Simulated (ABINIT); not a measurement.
# Cl (Cmce): making up for missing bands, part 2 of 2

Aim: few bands, with and without a completion of the sum over empty states, for Cl (Cmce).

ABINIT 10.8.3; PBE and many-body steps on it, plane waves. Known limits of the many-body steps: not at the basis limit; coarse k mesh.

So far. Step 3 (Screening, 4×4×2 mesh, 262 bands, screening to 152.4 eV): Local fields lower ε∞ by 19 %. On a Γ-centred mesh this coarse the value itself is usually too large, while a short band sum pulls it down. Step 4 (262 bands): The gap on the mesh goes from 2.47 eV to 5.62 eV, a correction of +3.15 eV.

## (6) 36 bands

This step: G0W0 on PBE, plane waves, norm-conserving pseudopotentials.

The input, run.abi:

```
acell 3*1.0 Angstrom
rprim 
  3.145000000000 -2.250000000000 0.000000000000
  3.145000000000 2.250000000000 0.000000000000
  0.000000000000 0.000000000000 8.210000000000
ntypat 1
znucl 17
natom 4
typat 1 1 1 1
xred 
  0.870000000000 0.130000000000 0.100000000000
  0.630000000000 0.370000000000 0.600000000000
  0.130000000000 0.870000000000 0.900000000000
  0.370000000000 0.630000000000 0.400000000000
pp_dirpath "pseudos"
pseudos "Cl.upf"
ecut 25
ngkpt 4 4 2
nshiftk 1
shiftk 0 0 0
kptopt 1
chksymbreak 0
istwfk *1
occopt 1
irdwfk 1
optdriver 4
nband 36
gwcalctyp 0
ecutsigx 25
symsigma 1
nkptgw 2
kptgw 
  0.5000000000 0.5000000000 0.0000000000
  0.0000000000 0.0000000000 0.0000000000
bdgw 
  13 16
  13 16
ecuteps 5.6
irdscr 1
ppmodel 1
indata_prefix "in"
outdata_prefix "out"
tmpdata_prefix "tmp"
```

Command:

```console
$ OMP_NUM_THREADS=1 mpirun -n 8 abinit run.abi > log
```

Output:

```text
.Version 10.8.3 of ABINIT. v10.8.2 released Aug 2026.

 Symmetries : space group Cm c a (# 64); Bravais oC (1-face-center ortho.)
[... echo of the input left out ...]
== DATASET  1 ==================================================================
-   mpi_nproc: 8, omp_nthreads: 1 (-1 if OMP is not activated)

--- !DatasetInfo
iteration_state: {dtset: 1, }
dimensions: {natom: 4, nkpt: 14, mband: 36, nsppol: 1, nspinor: 1, nspden: 1, mpw: 4726, }
cutoff_energies: {ecut:  25.0, pawecutdg:  -1.0, }
electrons: {nelect:   2.80000000E+01, charge:   0.00000000E+00, occopt:   1.00000000E+00, tsmear:   1.00000000E-02, }

 SIGMA: Calculation of the GW corrections

 Based on a program developped by R.W. Godby, V. Olevano, G. Onida, and L. Reining.
 Incorporated in ABINIT by V. Olevano, G.-M. Rignanese, and M. Torrent.
.Using double precision arithmetic ; gwpc =  8

[... cell and pseudopotentials left out ...]
--------------------------------------------------------------------------------

 ==== K-mesh for the wavefunctions ====
 Number of points in the irreducible wedge :    14
[... list of points left out ...]
 Together with  8 symmetry operations and time-reversal symmetry
 yields    32 points in the full Brillouin Zone.

 ==== Q-mesh for screening function ====
 Number of points in the irreducible wedge :    14
[... list of points left out ...]
 Together with  8 symmetry operations and time-reversal symmetry
 yields    32 points in the full Brillouin Zone.

 vcoul_init : cutoff-mode = AUXILIARY_FUNCTION
 q-points for optical limit:   1
     1)      0.000010    0.000020    0.000030
 setmesh: FFT mesh size selected  =    36x   36x   72
          total number of points  =        93312

 Number of electrons calculated from density =   28.0000; Expected =   28.0000
[...]
number of omega for Sigma on real axis              0
 max omega for Sigma on real axis  [eV]           0.00
 zcut for avoiding poles [eV]                     0.10

 EPSILON^-1 parameters (SCR file):
 dimension of the eps^-1 matrix on file            487
 dimension of the eps^-1 matrix used               487
 number of plane-waves for wavefunctions          4675
 number of bands                                    36
 number of q-points in IBZ                          14
 number of frequencies                               2
 number of real frequencies                          1
 number of imag frequencies                          1

 matrix elements of self-energy operator (all in [eV])

 Perturbative Calculation

--- !SelfEnergy_ee
iteration_state: {dtset: 1, }
kpoint     : [   0.500,    0.500,    0.000, ]
spin       : 1
KS_gap     :    2.546
QP_gap     :    6.138
Delta_QP_KS:    3.592
data: !SigmaeeData |
     Band     E0 <VxcDFT>   SigX SigC(E0)      Z dSigC/dE  Sig(E)    E-E0       E
       13  -1.186 -14.321 -18.741   3.286   0.795  -0.258 -15.222  -0.901  -2.087
       14  -0.824 -14.674 -19.122   3.280   0.800  -0.250 -15.609  -0.935  -1.759
       15   1.722 -14.106  -8.998  -1.797   0.802  -0.246 -11.449   2.657   4.379
[...]
--- !SelfEnergy_ee
iteration_state: {dtset: 1, }
kpoint     : [   0.000,    0.000,    0.000, ]
spin       : 1
KS_gap     :    2.525
QP_gap     :    6.032
Delta_QP_KS:    3.507
data: !SigmaeeData |
     Band     E0 <VxcDFT>   SigX SigC(E0)      Z dSigC/dE  Sig(E)    E-E0       E
[...]
15   1.645 -13.980  -8.981  -1.790   0.804  -0.243 -11.399   2.581   4.226
       16   2.208 -14.626  -9.222  -1.834   0.797  -0.254 -11.780   2.847   5.054

== END DATASET(S) ==============================================================
================================================================================

 -outvars: echo values of variables after computation  --------
           etotal      0.0000000000E+00
            nband          36
             nkpt          14
          spgroup          64
 [... the other variables as echoed above ...]

 Calculation completed.
```

Elapsed: 7.1 s, on 8 MPI ranks of Arm Neoverse V2, shared host; peak memory 2.7 GiB; 56 s of CPU time.

This step gave:

- G0W0 gap on the points computed: 5.985 eV
- starting gap on the mesh: 2.469 eV
- k of the valence top: 0.5, 0.5, 0
- k of the conduction bottom: 0, 0, 0
- Z at the valence top: 0.8
- Z at the conduction bottom: 0.804
- least direct G0W0 gap on the computed points: 6.032 eV

Against G0W0 in ABINIT (4×4×2 mesh, 262 bands, screening to 152.4 eV, Godby-Needs plasmon pole), the gap moves by +0.368 eV.

## (7) Screening, 4×4×2 mesh, 36 bands, screening to 152.4 eV

This step: RPA screening on PBE, plane waves, norm-conserving pseudopotentials.

Changes to run.abi since step 6:

```diff
@@ -25,17 +25,10 @@
 irdwfk 1
-optdriver 4
+optdriver 3
 nband 36
-gwcalctyp 0
-ecutsigx 25
-symsigma 1
-nkptgw 2
-kptgw 
-  0.5000000000 0.5000000000 0.0000000000
-  0.0000000000 0.0000000000 0.0000000000
-bdgw 
-  13 16
-  13 16
 ecuteps 5.6
-irdscr 1
-ppmodel 1
+inclvkb 2
+awtr 1
+symchi 1
+gwcomp 1
+gwencomp 2
 indata_prefix "in"
```

Output:

```text
.Version 10.8.3 of ABINIT. v10.8.2 released Aug 2026.

 Symmetries : space group Cm c a (# 64); Bravais oC (1-face-center ortho.)
[... echo of the input left out ...]
== DATASET  1 ==================================================================
-   mpi_nproc: 8, omp_nthreads: 1 (-1 if OMP is not activated)

--- !DatasetInfo
iteration_state: {dtset: 1, }
dimensions: {natom: 4, nkpt: 14, mband: 36, nsppol: 1, nspinor: 1, nspden: 1, mpw: 4726, }
cutoff_energies: {ecut:  25.0, pawecutdg:  -1.0, }
[...]
--------------------------------------------------------------------------------
[... chi0 elements left out ...]
 For q-point:  0.000010 0.000020 0.000030
  dielectric constant =   2.8002
  dielectric constant without local fields =   3.4051

  Average fulfillment of the sum rule on Im[epsilon] for q-point    1 :    129.06  [%]
[... wings left out ...]
  q-point number  2        q = ( 0.250000, 0.000000, 0.000000) [r.l.u.]
--------------------------------------------------------------------------------
[... chi0 elements left out ...]
  Average fulfillment of the sum rule on Im[epsilon] for q-point    2 :    124.92  [%]

 [... 12 further q-points ...]
```

Wall time 52 s (8 MPI ranks); peak memory 2.3 GiB; 6.9 min of CPU time.

This step gave:

| Item | Value |
| --- | --- |
| ε∞ with local fields, on this mesh, along the program's q direction | 2.800 |
| the same without local fields | 3.405 |
| plasma frequency | 18.23 eV |
| plane waves in the screening matrix | 487 |

## (8) 36 bands, completed

This step: G0W0 on PBE, plane waves, norm-conserving pseudopotentials.

Changes to run.abi since step 7:

```diff
@@ -25,8 +25,17 @@
 irdwfk 1
-optdriver 3
+optdriver 4
 nband 36
+gwcalctyp 0
+ecutsigx 25
+symsigma 1
+nkptgw 2
+kptgw 
+  0.5000000000 0.5000000000 0.0000000000
+  0.0000000000 0.0000000000 0.0000000000
+bdgw 
+  13 16
+  13 16
 ecuteps 5.6
-inclvkb 2
-awtr 1
-symchi 1
+irdscr 1
+ppmodel 1
 gwcomp 1
```

Output:

```text
.Version 10.8.3 of ABINIT. v10.8.2 released Aug 2026.

 Symmetries : space group Cm c a (# 64); Bravais oC (1-face-center ortho.)
[... echo of the input left out ...]
== DATASET  1 ==================================================================
-   mpi_nproc: 8, omp_nthreads: 1 (-1 if OMP is not activated)

--- !DatasetInfo
iteration_state: {dtset: 1, }
dimensions: {natom: 4, nkpt: 14, mband: 36, nsppol: 1, nspinor: 1, nspden: 1, mpw: 4726, }
cutoff_energies: {ecut:  25.0, pawecutdg:  -1.0, }
[...]
Band     E0 <VxcDFT>   SigX SigC(E0)      Z dSigC/dE  Sig(E)    E-E0       E
[...]
15   1.645 -13.980  -8.981  -2.839   0.808  -0.237 -12.234   1.746   3.391
       16   2.208 -14.626  -9.222  -2.982   0.802  -0.247 -12.684   1.943   4.150

== END DATASET(S) ==============================================================
================================================================================

 -outvars: echo values of variables after computation  --------
           etotal      0.0000000000E+00
            nband          36
             nkpt          14
          spgroup          64
 [... the other variables as echoed above ...]

 Calculation completed.
```

The job ended after 7.7 s (8 MPI ranks; peak memory 2.7 GiB; 60 s of CPU time).

Numbers from this step:

- G0W0 gap on the points computed: 5.806 eV
- starting gap on the mesh: 2.469 eV
- k of the valence top: 0.5, 0.5, 0
- k of the conduction bottom: 0, 0, 0
- least direct G0W0 gap on the computed points: 5.855 eV

Against G0W0 in ABINIT (4×4×2 mesh, 262 bands, screening to 152.4 eV, Godby-Needs plasmon pole), the gap moves by +0.189 eV.

## (9) Screening, 4×4×2 mesh, 101 bands, screening to 152.4 eV

This step: RPA screening on PBE, plane waves, norm-conserving pseudopotentials.

Changes to run.abi since step 8:

```diff
@@ -25,19 +25,8 @@
 irdwfk 1
-optdriver 4
-nband 36
-gwcalctyp 0
-ecutsigx 25
-symsigma 1
-nkptgw 2
-kptgw 
-  0.5000000000 0.5000000000 0.0000000000
-  0.0000000000 0.0000000000 0.0000000000
-bdgw 
-  13 16
-  13 16
+optdriver 3
+nband 101
 ecuteps 5.6
-irdscr 1
-ppmodel 1
-gwcomp 1
-gwencomp 2
+inclvkb 2
+awtr 1
+symchi 1
 indata_prefix "in"
```

Output:

```text
.Version 10.8.3 of ABINIT. v10.8.2 released Aug 2026.

 Symmetries : space group Cm c a (# 64); Bravais oC (1-face-center ortho.)
[... echo of the input left out ...]
== DATASET  1 ==================================================================
-   mpi_nproc: 8, omp_nthreads: 1 (-1 if OMP is not activated)

--- !DatasetInfo
iteration_state: {dtset: 1, }
dimensions: {natom: 4, nkpt: 14, mband: 101, nsppol: 1, nspinor: 1, nspden: 1, mpw: 4726, }
cutoff_energies: {ecut:  25.0, pawecutdg:  -1.0, }
[...]
--------------------------------------------------------------------------------
[... chi0 elements left out ...]
 For q-point:  0.000010 0.000020 0.000030
  dielectric constant =   2.8067
  dielectric constant without local fields =   3.4583

  Average fulfillment of the sum rule on Im[epsilon] for q-point    1 :     65.71  [%]
[... wings left out ...]
  q-point number  2        q = ( 0.250000, 0.000000, 0.000000) [r.l.u.]
--------------------------------------------------------------------------------
[... chi0 elements left out ...]
  Average fulfillment of the sum rule on Im[epsilon] for q-point    2 :     70.91  [%]

 [... 12 further q-points ...]
```

It took 61 s on 8 MPI ranks; peak memory 3 GiB; 8.2 min of CPU time.

Numbers from this step:

```yaml
eps_infinity_with_local_fields_on_this_mesh_along_the_program_s_q_direction: 2.807
the_same_without_local_fields: 3.458
plasma_frequency: 18.23 eV
plane_waves_in_the_screening_matrix: 487
```

## (10) 101 bands

This step: G0W0 on PBE, plane waves, norm-conserving pseudopotentials.

Changes to run.abi since step 9:

```diff
@@ -25,8 +25,17 @@
 irdwfk 1
-optdriver 3
+optdriver 4
 nband 101
+gwcalctyp 0
+ecutsigx 25
+symsigma 1
+nkptgw 2
+kptgw 
+  0.5000000000 0.5000000000 0.0000000000
+  0.0000000000 0.0000000000 0.0000000000
+bdgw 
+  13 16
+  13 16
 ecuteps 5.6
-inclvkb 2
-awtr 1
-symchi 1
+irdscr 1
+ppmodel 1
 indata_prefix "in"
```

Output:

```text
.Version 10.8.3 of ABINIT. v10.8.2 released Aug 2026.

 Symmetries : space group Cm c a (# 64); Bravais oC (1-face-center ortho.)
[... echo of the input left out ...]
== DATASET  1 ==================================================================
-   mpi_nproc: 8, omp_nthreads: 1 (-1 if OMP is not activated)

--- !DatasetInfo
iteration_state: {dtset: 1, }
dimensions: {natom: 4, nkpt: 14, mband: 101, nsppol: 1, nspinor: 1, nspden: 1, mpw: 4726, }
cutoff_energies: {ecut:  25.0, pawecutdg:  -1.0, }
[...]
Band     E0 <VxcDFT>   SigX SigC(E0)      Z dSigC/dE  Sig(E)    E-E0       E
[...]
15   1.645 -13.980  -8.981  -2.755   0.794  -0.259 -12.197   1.783   3.428
       16   2.208 -14.626  -9.222  -2.916   0.786  -0.272 -12.670   1.957   4.164

== END DATASET(S) ==============================================================
================================================================================

 -outvars: echo values of variables after computation  --------
           etotal      0.0000000000E+00
            nband         101
             nkpt          14
          spgroup          64
 [... the other variables as echoed above ...]

 Calculation completed.
```

It took 15 s on 8 MPI ranks; peak memory 3.4 GiB.

Numbers from this step:

```
G0W0 gap on the points computed              : 5.672 eV
starting gap on the mesh                     : 2.469 eV
k of the valence top                         : 0.5, 0.5, 0
k of the conduction bottom                   : 0, 0, 0
least direct G0W0 gap on the computed points : 5.722 eV
```

Against G0W0 in ABINIT (4×4×2 mesh, 262 bands, screening to 152.4 eV, Godby-Needs plasmon pole), the gap moves by +0.055 eV.

## (11) Screening, 4×4×2 mesh, 101 bands, screening to 152.4 eV

This step: RPA screening on PBE, plane waves, norm-conserving pseudopotentials.

Changes to run.abi since step 10:

```diff
@@ -25,17 +25,10 @@
 irdwfk 1
-optdriver 4
+optdriver 3
 nband 101
-gwcalctyp 0
-ecutsigx 25
-symsigma 1
-nkptgw 2
-kptgw 
-  0.5000000000 0.5000000000 0.0000000000
-  0.0000000000 0.0000000000 0.0000000000
-bdgw 
-  13 16
-  13 16
 ecuteps 5.6
-irdscr 1
-ppmodel 1
+inclvkb 2
+awtr 1
+symchi 1
+gwcomp 1
+gwencomp 1.5
 indata_prefix "in"
```

Output:

```text
.Version 10.8.3 of ABINIT. v10.8.2 released Aug 2026.

 Symmetries : space group Cm c a (# 64); Bravais oC (1-face-center ortho.)
[... echo of the input left out ...]
== DATASET  1 ==================================================================
-   mpi_nproc: 8, omp_nthreads: 1 (-1 if OMP is not activated)

--- !DatasetInfo
iteration_state: {dtset: 1, }
dimensions: {natom: 4, nkpt: 14, mband: 101, nsppol: 1, nspinor: 1, nspden: 1, mpw: 4726, }
cutoff_energies: {ecut:  25.0, pawecutdg:  -1.0, }
[...]
--------------------------------------------------------------------------------
[... chi0 elements left out ...]
 For q-point:  0.000010 0.000020 0.000030
  dielectric constant =   2.8126
  dielectric constant without local fields =   3.4583

  Average fulfillment of the sum rule on Im[epsilon] for q-point    1 :     94.40  [%]
[... wings left out ...]
  q-point number  2        q = ( 0.250000, 0.000000, 0.000000) [r.l.u.]
--------------------------------------------------------------------------------
[... chi0 elements left out ...]
  Average fulfillment of the sum rule on Im[epsilon] for q-point    2 :     93.55  [%]

 [... 12 further q-points ...]
```

Wall time 98 s (8 MPI ranks); peak memory 3 GiB.

Numbers from this step:

* ε∞ with local fields, on this mesh, along the program's q direction: 2.813
* the same without local fields: 3.458
* plasma frequency: 18.23 eV
* plane waves in the screening matrix: 487

## (12) 101 bands, completed

This step: G0W0 on PBE, plane waves, norm-conserving pseudopotentials.

Changes to run.abi since step 11:

```diff
@@ -25,8 +25,17 @@
 irdwfk 1
-optdriver 3
+optdriver 4
 nband 101
+gwcalctyp 0
+ecutsigx 25
+symsigma 1
+nkptgw 2
+kptgw 
+  0.5000000000 0.5000000000 0.0000000000
+  0.0000000000 0.0000000000 0.0000000000
+bdgw 
+  13 16
+  13 16
 ecuteps 5.6
-inclvkb 2
-awtr 1
-symchi 1
+irdscr 1
+ppmodel 1
 gwcomp 1
```

Output:

```text
.Version 10.8.3 of ABINIT. v10.8.2 released Aug 2026.

 Symmetries : space group Cm c a (# 64); Bravais oC (1-face-center ortho.)
[... echo of the input left out ...]
== DATASET  1 ==================================================================
-   mpi_nproc: 8, omp_nthreads: 1 (-1 if OMP is not activated)

--- !DatasetInfo
iteration_state: {dtset: 1, }
dimensions: {natom: 4, nkpt: 14, mband: 101, nsppol: 1, nspinor: 1, nspden: 1, mpw: 4726, }
cutoff_energies: {ecut:  25.0, pawecutdg:  -1.0, }
[...]
Band     E0 <VxcDFT>   SigX SigC(E0)      Z dSigC/dE  Sig(E)    E-E0       E
[...]
15   1.645 -13.980  -8.981  -3.374   0.794  -0.259 -12.689   1.291   2.936
       16   2.208 -14.626  -9.222  -3.581   0.787  -0.271 -13.192   1.434   3.642

== END DATASET(S) ==============================================================
================================================================================

 -outvars: echo values of variables after computation  --------
           etotal      0.0000000000E+00
            nband         101
             nkpt          14
          spgroup          64
 [... the other variables as echoed above ...]

 Calculation completed.
```

It took 18 s on 8 MPI ranks; peak memory 3.5 GiB.

Numbers from this step:

```yaml
g0w0_gap_on_the_points_computed: 5.611 eV
starting_gap_on_the_mesh: 2.469 eV
k_of_the_valence_top: 0.5, 0.5, 0
k_of_the_conduction_bottom: 0, 0, 0
least_direct_g0w0_gap_on_the_computed_points: 5.662 eV
```

Against G0W0 in ABINIT (4×4×2 mesh, 262 bands, screening to 152.4 eV, Godby-Needs plasmon pole), the gap moves by −0.006 eV.

## (13) The runs together

Times are wall times on 8 MPI ranks of Arm Neoverse V2, shared host, good to a factor of about two. A run's time includes the screening step that it read.

```
                 run   mesh  bands  screening cutoff (eV)  DFT gap (eV)  gap on the mesh (eV)  direct (eV)  ε∞ used     time
           262 bands  4×4×2    262                  152.4         2.469                 5.617        5.668     2.81  3.5 min
            36 bands  4×4×2     36                  152.4         2.469                 5.985        6.032     2.77     26 s
 36 bands, completed  4×4×2     36                  152.4         2.469                 5.806        5.855     2.80     60 s
           101 bands  4×4×2    101                  152.4         2.469                 5.672        5.722     2.81     77 s
101 bands, completed  4×4×2    101                  152.4         2.469                 5.611        5.662     2.81  1.9 min
```

## (14) Outcome

* 262 bands: 5.617 eV
* 36 bands: 5.985 eV
* 36 bands, completed: 5.806 eV
* 101 bands: 5.672 eV
* 101 bands, completed: 5.611 eV

36 bands: +0.368 eV against 262 bands. 36 bands, completed: +0.189 eV against 262 bands. 101 bands: +0.055 eV against 262 bands. 101 bands, completed: −0.006 eV against 262 bands. The row with most bands is itself short of the limit, so it is no exact reference, and agreement of a truncated run with it can be a cancellation between the edges. In the G0W0 runs levels were corrected at 2 k points alone, so a gap called «on the mesh» is the least over those, and an edge elsewhere would be missed. The 4×4×2 mesh is coarse for this cell, which bears on the long-range parts of exchange and screening.

[Paths, hosts, dates, memory and timing lines, banners, echoed tables and standing remarks are left out of the program output.]

[Logs are printed without paths, hosts, clocks, repeated set-up lines and the standing remarks that a program may print on its own settings, such as how far it seeks lower states.]

[Runs of the session that timed out or met a known fault of the program may be left out.]

[Hosts, paths, dates, database ids (printed as entryN), source tags and the programs' standing remarks are cut or masked in the printed files.]

[G0W0 gaps are taken among the corrected bands and points alone; a level outside them can change the order at an edge.]

[Where Ansatz stands beside ABINIT at settings called matched, ABINIT's density can come from a denser mesh and the files from another edition; pairs whose starting gaps differed by over 0.03 eV were left out, so agreement reads better than it is.]
